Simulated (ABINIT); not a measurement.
An input for ABINIT 10.8.3 (BaTiO3 (P4mm)):

```
acell 3*1.0 Angstrom
rprim 
  3.990480000000 0.000000000000 0.000000000000
  0.000000000000 3.990480000000 0.000000000000
  0.000000000000 0.000000000000 4.023030000000
ntypat 3
znucl 56 22 8
natom 5
typat 1 2 3 3 3
xred 
  0.000000000000 0.000000000000 0.000000000000
  0.500000000000 0.500000000000 0.522000000000
  0.500000000000 0.500000000000 0.979000000000
  0.500000000000 0.000000000000 0.488000000000
  0.000000000000 0.500000000000 0.488000000000
pp_dirpath "pseudos"
pseudos "Ba.upf, Ti.upf, O.upf"
ecut 38
ngkpt 4 4 4
nshiftk 1
shiftk 0 0 0
kptopt 1
chksymbreak 0
istwfk *1
occopt 1
irdwfk 1
optdriver 3
nband 79
ecuteps 3.9
inclvkb 2
awtr 1
symchi 1
gwcalctyp 10
mbpt_sciss 2.766 eV
nqptdm 1
qptdm 
  0 0 0
indata_prefix "in"
outdata_prefix "out"
tmpdata_prefix "tmp"
```

```sh
OMP_NUM_THREADS=1 mpirun -n 4 abinit run.abi > log
```

Q: How long will it take on 4 MPI ranks of Arm Neoverse V2, shared host, and how much memory?

It took 20 s; on shared hardware allow 10 s to 40 s. Peak host memory was 1.2 GiB.

[Paths, hosts, dates, memory and timing lines, banners, echoed tables and standing remarks are left out of the program output.]

[Logs are printed without paths, hosts, clocks, repeated set-up lines and the standing remarks that a program may print on its own settings, such as how far it seeks lower states.]

[Runs of the session that timed out or met a known fault of the program may be left out.]

[Hosts, paths, dates, database ids (printed as entryN), source tags and the programs' standing remarks are cut or masked in the printed files.]

[G0W0 gaps are taken among the corrected bands and points alone; a level outside them can change the order at an edge.]

[Where Ansatz stands beside ABINIT at settings called matched, ABINIT's density can come from a denser mesh and the files from another edition; pairs whose starting gaps differed by over 0.03 eV were left out, so agreement reads better than it is.]
